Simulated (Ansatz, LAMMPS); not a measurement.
# Amorphous Ge (61 atoms) under strain

Aim: relax amorphous Ge (61 atoms), then change its volume and shape to read moduli from the stress.

Calculated with Ansatz 0.2.0; Kohn-Sham DFT, PBEsol, PAW (set soft_1), plane waves.

## 1. Starting point

The cell holds 61 atoms: 61 Ge. Cell: a = 11.317 Å, b = 11.317 Å, c = 11.317 Å, α = 90.0°, β = 90.0°, γ = 90.0°. 61 atoms (61 Ge) placed at random at 5.08 g/cm³, melted at 3500 K for 10 ps at fixed volume with the Tersoff potential (Tersoff, Phys. Rev. B 39, 5566 (1989)). Quenched from 3500 K to 100 K at 5 K/ps and fixed volume, held 5 ps, then minimised at fixed cell.

What the set-up can't give: The quench rate of 5 K/ps far exceeds what a furnace or splat quench reaches, so expect more defects and frozen-in strain than in a real sample. The network of bonds at the start is that of the classical potential that made the cell, and needn't be the one that DFT or experiment would give. Sampling is at Γ alone.

## 2. Single point at the start

A single point comes first, to see the forces before anything moves.

The input, input.yaml:

```yaml
crystal:
  lattice:
    - [11.3168, 0.0, 0.0]
    - [0.0, 11.3168, 0.0]
    - [0.0, 0.0, 11.3168]
  atoms:
    - { symbol: Ge, position: [0.17131, 0.01301, 0.35593] }
    - { symbol: Ge, position: [0.50138, 0.24968, 0.79611] }
    - { symbol: Ge, position: [0.37686, 0.92714, 0.68569] }
    - { symbol: Ge, position: [0.52992, 0.62383, 0.79203] }
    - { symbol: Ge, position: [0.30474, 0.90705, 0.1928] }
    - { symbol: Ge, position: [0.89025, 0.91862, 0.63002] }
    - { symbol: Ge, position: [0.29517, 0.4511, 0.61902] }
    - { symbol: Ge, position: [0.32348, 0.12961, 0.74392] }
    - { symbol: Ge, position: [0.41687, 0.55272, 0.47197] }
    - { symbol: Ge, position: [0.77043, 0.57778, 0.55418] }
    - { symbol: Ge, position: [0.95445, 0.01809, 0.28606] }
    - { symbol: Ge, position: [0.09307, 0.75004, 0.9239] }
    - { symbol: Ge, position: [0.24005, 0.22056, 0.37956] }
    - { symbol: Ge, position: [0.66083, 0.76156, 0.20438] }
    - { symbol: Ge, position: [0.68754, 0.18668, 0.70038] }
    - { symbol: Ge, position: [0.18613, 0.90873, 0.57546] }
    - { symbol: Ge, position: [0.87214, 0.28571, 0.7605] }
    - { symbol: Ge, position: [0.84197, 0.50303, 0.75278] }
    - { symbol: Ge, position: [0.9025, 0.08396, 0.48868] }
    - { symbol: Ge, position: [0.66659, 0.42296, 0.05614] }
    - { symbol: Ge, position: [0.26849, 0.56761, 0.30632] }
    - { symbol: Ge, position: [0.45061, 0.81459, 0.86434] }
    - { symbol: Ge, position: [0.24889, 0.07906, 0.07099] }
    - { symbol: Ge, position: [0.1497, 0.08557, 0.87818] }
    - { symbol: Ge, position: [0.37509, 0.2457, 0.10574] }
    - { symbol: Ge, position: [0.10238, 0.73185, 0.48823] }
    - { symbol: Ge, position: [0.98428, 0.42042, 0.47847] }
    - { symbol: Ge, position: [0.55575, 0.06135, 0.39718] }
    - { symbol: Ge, position: [0.53677, 0.94367, 0.21403] }
    - { symbol: Ge, position: [0.22591, 0.24863, 0.59198] }
    - { symbol: Ge, position: [0.82412, 0.3619, 0.19075] }
    - { symbol: Ge, position: [0.10821, 0.55192, 0.6085] }
    - { symbol: Ge, position: [0.54829, 0.43009, 0.35418] }
    - { symbol: Ge, position: [0.06425, 0.9135, 0.77152] }
    - { symbol: Ge, position: [0.98474, 0.70294, 0.12331] }
    - { symbol: Ge, position: [0.77484, 0.74299, 0.01193] }
    - { symbol: Ge, position: [0.70028, 0.9707, 0.71419] }
    - { symbol: Ge, position: [0.65934, 0.06392, 0.06432] }
    - { symbol: Ge, position: [0.00688, 0.2414, 0.59442] }
    - { symbol: Ge, position: [0.55919, 0.56218, 0.18139] }
    - { symbol: Ge, position: [0.29936, 0.76856, 0.01462] }
    - { symbol: Ge, position: [0.88851, 0.75058, 0.48906] }
    - { symbol: Ge, position: [0.44365, 0.24161, 0.31537] }
    - { symbol: Ge, position: [0.29959, 0.41751, 0.99279] }
    - { symbol: Ge, position: [0.00075, 0.47866, 0.14834] }
    - { symbol: Ge, position: [0.76264, 0.39592, 0.40843] }
    - { symbol: Ge, position: [0.55355, 0.9008, 0.56564] }
    - { symbol: Ge, position: [0.08641, 0.41251, 0.96453] }
    - { symbol: Ge, position: [0.15568, 0.74802, 0.27395] }
    - { symbol: Ge, position: [0.04029, 0.56577, 0.8142] }
    - { symbol: Ge, position: [0.55816, 0.24213, 0.00158] }
    - { symbol: Ge, position: [0.56998, 0.67126, 0.58042] }
    - { symbol: Ge, position: [0.86474, 0.81286, 0.28149] }
    - { symbol: Ge, position: [0.12605, 0.40486, 0.31377] }
    - { symbol: Ge, position: [0.65366, 0.90332, 0.9158] }
    - { symbol: Ge, position: [0.35725, 0.58306, 0.11175] }
    - { symbol: Ge, position: [0.98596, 0.21922, 0.93612] }
    - { symbol: Ge, position: [0.70737, 0.56945, 0.90226] }
    - { symbol: Ge, position: [0.86318, 0.15018, 0.12272] }
    - { symbol: Ge, position: [0.40491, 0.44733, 0.80236] }
    - { symbol: Ge, position: [0.71432, 0.19058, 0.48404] }
kpoints:
  mp_grid: { grid: [1, 1, 1] }
hamiltonian:
  xc: pbesol
  pseudopotentials: { kind: paw, azcp: { folder: soft_1 }, xc_functional: pbe }
scf:
  occupations: { method: gaussian, width: 0.025 }
output:
  forces: true
```

Started as:

```sh
$ ansatz run input.yaml --threads 4 --pin off --max-ram 8192MiB --backend cpu --events-out ev --progress --plain --runs-dir out
```

Numbers of over 12 decimals in the logs are rounded to 6 here.

The log of the run:

```text
[...]
Pseudopotentials: kind: paw
Pseudopotential: Ge, paw, valence charge 14, recommended cutoff 420 eV (normal), soft_1/Ge.paw.azcp
[... 3 lines on functional and potentials left out ...]
Crystal: 61 atoms, lattice volume = 1449.342 Å³
Basis set: ecut = 420 eV, 28353 PW (Γ), exchange–correlation on 160×160×160 points (8 copies of the dense FFT grid, shifted against one another)
Bands: 488, of which v1, the nominal top of the filled ones, is band 427 counted from 1 (426 counted from 0)
Symmetry: 1 space group operations
Space group: P1 (ITA 1), of the structure as read, at distance tolerance 1.1e-4 Å
k-points: 1
[... 4 lines on functional and potentials left out ...]
Initial density: superposition of atomic densities (chi_scale 0.1, normalization cell)
Initial wavefunctions: pseudopotential atomic-orbital guess
[...]
SCF iter   1: F=—  HF=-259452.552388 eV  |F-HF|=—  |Δ(HF+E_count)|=         —  Δρ=3.21e-2  dr2=1.72e1  ethr=3.10e-3  ⟨swp⟩=6.0  Hψ=1764  notcnv=0
preconditioner: auto → Resta (q_TF=auto, 2.498 Å⁻¹)  ε∞=2.8  [insulator: Δε(μ)=0.245 eV  Ē_g=21.270 eV  σ=0.025 eV  W_gap=1.00  n_scr=388 (ndim 8)  ℏωp=28.5 eV  f_vac=0.048  D(μ)=0.00/eV (n_scr^D=0)  ε∞_Penn≈2.8]
[...]
SCF iter  10: F=—  HF=-259449.560981 eV  |F-HF|=—  |Δ(HF+E_count)|=   8.29e-7  Δρ=3.15e-6  dr2=2.51e-7  ethr=2.30e-10  ⟨swp⟩=2.0  Hψ=865  notcnv=0  defer=51
SCF iter  11: F=-259449.560981 eV  HF=-259449.560981 eV  |F-HF|=2.36e-9  |Δ(HF+E_count)|=   1.04e-7  Δρ=1.14e-6  dr2=2.88e-8  ethr=1.17e-11  ⟨swp⟩=4.0  Hψ=1432  notcnv=0
SCF 1 converged in 11 iterations: F = -259449.560981 eV  dr2 = 2.88e-8
[...]
SCF converged after 11 iterations
Free energy (F): -259449.560981 eV
Harris-Foulkes:  -259449.560981 eV  (|F-HF|=2.36e-9)
Internal energy: -259449.558832 eV  (E = F + TS)
E sigma→0 (E₀):  -259449.559906 eV
Entropy (-TS):   -0.002149 eV (-0.035 meV/atom)
Fermi energy:    7.471210 eV
--- Per-component energies (eV) ---
[...]
Σ components = -259449.560981   (vs F -259449.560981, Δ=0.00e0)
--- Forces (eV/Å), atoms counted from 1 ---
  atom   1  Ge    -0.51353983    -0.17447800     0.16679779
  atom   2  Ge    -0.06074655     0.29575448    -0.04760449
  atom   3  Ge     0.12455260     0.04768246    -0.29084018
  atom   4  Ge    -0.30505270     0.05225592     0.24168502
[...]
atom  61  Ge     0.02726259     0.15300881    -0.15666594
  max |Σ_I F_I| component: 1.82e-5 eV/Å
```

Elapsed: 18 s, on 4 threads of Arm Neoverse V2, shared host; peak memory 2.1 GiB.

In the SCF lines HF is the Harris–Foulkes energy and dr2 the Hartree energy of the density residual, in eV; the loop may stop once dr2 is under the threshold and the program's other checks hold. Hψ counts applications of the Hamiltonian.

The r.m.s. force at the start is 0.23 eV/Å.

## 3. Cell and atoms relaxed

The cell is relaxed with the atoms, since the starting lattice needn't suit this functional.

The input, input.yaml:

```yaml
crystal:
  lattice:
    - [11.3168, 0.0, 0.0]
    - [0.0, 11.3168, 0.0]
    - [0.0, 0.0, 11.3168]
  atoms:
    [... the 61 atom lines of step 2 ...]
kpoints:
  mp_grid: { grid: [1, 1, 1] }
hamiltonian:
  xc: pbesol
  pseudopotentials: { kind: paw, azcp: { folder: soft_1 }, xc_functional: pbe }
scf:
  occupations: { method: gaussian, width: 0.025 }
output:
  forces: true
relax:
  f_tol: 0.05
  max_steps: 150
  cell: {}
```

The log of the run:

```text
[...]
Crystal: 61 atoms, lattice volume = 1449.342 Å³
Basis set: ecut = 420 eV, 28353 PW (Γ), exchange–correlation on 160×160×160 points (8 copies of the dense FFT grid, shifted against one another)
Bands: 513, of which v1, the nominal top of the filled ones, is band 427 counted from 1 (426 counted from 0)
Symmetry: 1 space group operations
[...]
k-points: 1
[...]
SCF iter   1: F=—  HF=-259452.551312 eV  |F-HF|=—  |Δ(HF+E_count)|=         —  Δρ=3.21e-2  dr2=1.72e1  ethr=3.10e-3  ⟨swp⟩=6.0  Hψ=1836  notcnv=0
[...]
SCF iter  10: F=—  HF=-259449.560981 eV  |F-HF|=—  |Δ(HF+E_count)|=   4.48e-7  Δρ=3.69e-6  dr2=3.95e-7  ethr=3.69e-10  ⟨swp⟩=2.0  Hψ=865  notcnv=0  defer=76
SCF iter  11: F=-259449.560981 eV  HF=-259449.560981 eV  |F-HF|=4.74e-9  |Δ(HF+E_count)|=   4.81e-8  Δρ=1.37e-6  dr2=3.49e-8  ethr=1.17e-11  ⟨swp⟩=4.0  Hψ=1465  notcnv=0
SCF 1 converged in 11 iterations: F = -259449.560981 eV  dr2 = 3.49e-8
[...]
relax step   1: F+E_penalty+E_count = -259449.56098115 eV  Δ(F+E_penalty+E_count) = +0.000e0 eV  max|allowed force component| = 7.114e-1 eV/Å  Δτ_max = 0.0000 Å  P = -0.254 GPa  Ω = 1449.342 Å³  (11 SCF iters, dr2 threshold 1.00e-7 eV, accepted)
[... from here on, the SCF cycles and remarks between the steps are left out ...]
relax step   2: F+E_penalty+E_count = -259450.88281180 eV  Δ(F+E_penalty+E_count) = -1.322e0 eV  max|allowed force component| = 3.988e-1 eV/Å  Δτ_max = 0.1948 Å  P = -0.288 GPa  Ω = 1445.743 Å³  energy of the carried Pulay correction = +6.109e-4 eV  (9 SCF iters, dr2 threshold 6.10e-6 eV, accepted)
relax step   3: F+E_penalty+E_count = -259451.19557464 eV  Δ(F+E_penalty+E_count) = -3.128e-1 eV  max|allowed force component| = 2.693e-1 eV/Å  Δτ_max = 0.2000 Å  P = -0.023 GPa  Ω = 1436.778 Å³  energy of the carried Pulay correction = +2.139e-3 eV  (8 SCF iters, dr2 threshold 6.10e-6 eV, accepted)
relax step   4: F+E_penalty+E_count = -259451.27147520 eV  Δ(F+E_penalty+E_count) = -7.590e-2 eV  max|allowed force component| = 1.190e-1 eV/Å  Δτ_max = 0.0530 Å  P = +0.007 GPa  Ω = 1435.399 Å³  energy of the carried Pulay correction = +2.375e-3 eV  (7 SCF iters, dr2 threshold 4.53e-6 eV, accepted)
relax step   5: F+E_penalty+E_count = -259451.17660019 eV  Δ(F+E_penalty+E_count) = +9.488e-2 eV  max|allowed force component| = 3.707e-1 eV/Å  Δτ_max = 0.2000 Å  P = +0.003 GPa  Ω = 1432.501 Å³  energy of the carried Pulay correction = +2.872e-3 eV  (10 SCF iters, dr2 threshold 8.85e-7 eV, rejected (line search))
relax step   6: F+E_penalty+E_count = -259451.31090059 eV  Δ(F+E_penalty+E_count) = -3.943e-2 eV  max|allowed force component| = 5.298e-2 eV/Å  Δτ_max = 0.0980 Å  P = -0.008 GPa  Ω = 1434.296 Å³  energy of the carried Pulay correction = +2.564e-3 eV  (15 SCF iters, accepted)
relax step   7: F+E_penalty+E_count = -259451.31569064 eV  Δ(F+E_penalty+E_count) = -4.790e-3 eV  max|allowed force component| = 3.304e-2 eV/Å  Δτ_max = 0.0291 Å  P = +0.008 GPa  Ω = 1433.529 Å³  energy of the carried Pulay correction = +2.695e-3 eV  (8 SCF iters, dr2 threshold 1.75e-7 eV, accepted)
relax step   8: F+E_penalty+E_count = -259451.31553743 eV  Δ(F+E_penalty+E_count) = +1.532e-4 eV  max|allowed force component| = 3.298e-2 eV/Å  Δτ_max = 0.0000 Å  P = +0.010 GPa  Ω = 1433.529 Å³  stress off target by 3.07e-2 GPa  SCF on the basis re-selected at this cell (its energy is not comparable with the rows above)  (7 SCF iters)
basis re-selected at this cell: Δ(F+E_penalty+E_count) = +1.532e-4 eV, ΔP = +0.002 GPa vs the last step (what re-selecting the basis moved, of the pressure what is left beyond the Pulay correction that the steps carried, after the strain that the cell walked since its last selection, [...]
SCF converged after 7 iterations
Free energy (F): -259451.315537 eV
[...]
Internal energy: -259451.315537 eV  (E = F + TS)
E sigma→0 (E₀):  -259451.315537 eV
Fermi energy:    7.602261 eV
[...]
Σ components = -259451.315537   (vs F -259451.315537, Δ=0.00e0)
--- Forces (eV/Å), atoms counted from 1 ---
  atom   1  Ge     0.00294857     0.00450199     0.01912057
  atom   2  Ge     0.00005896    -0.00031933     0.00012704
  atom   3  Ge    -0.00061788     0.00257355    -0.00372997
  atom   4  Ge    -0.00073046     0.00192785    -0.00515121
[...]
atom  61  Ge    -0.00758685     0.01032606    -0.00868905
  max |Σ_I F_I| component: 9.50e-7 eV/Å
--- Stress (GPa, compression-positive) ---
        0.022632      -0.016612      -0.005950
       -0.016612      -0.005884      -0.006203
       -0.005950      -0.006203       0.012763
  P = ⅓ Tr σ = 0.0098 GPa (0.098 kbar)
--- Relaxed structure (7 steps of the walk, 6 accepted, 1 SCFs on fresh bases) ---
  F+E_penalty+E_count = -259451.31553743 eV   max|allowed force component| = 3.298e-2 eV/Å   (the final SCF, on the basis selected at the relaxed cell)
  cell:  # Å, volume = 1433.5292 Å³
    - [11.526223, -0.233539, -0.230408]
    - [-0.233539, 11.122762, 0.194420]
    - [-0.230408, 0.194420, 11.194278]
  atoms:
    - { symbol: Ge, position: [0.142933, 0.00320504, 0.377778] }
    - { symbol: Ge, position: [0.508321, 0.258636, 0.789245] }
    - { symbol: Ge, position: [0.377447, 0.929204, 0.688300] }
    - { symbol: Ge, position: [0.528344, 0.630277, 0.791243] }
[...]
- { symbol: Ge, position: [0.717031, 0.192764, 0.472184] }
```

The job ended after 2.5 min (4 threads; peak memory 2.2 GiB).

The relaxation converged after 7 steps, with a largest force component of 0.033 eV/Å.

(Continued in part 2 of 3.)

[Logs are printed without paths, hosts, clocks, repeated set-up lines and the standing remarks that a program may print on its own settings, such as how far it seeks lower states.]

[Hosts, paths, dates, database ids (printed as entryN), source tags and the programs' standing remarks are cut or masked in the printed files.]
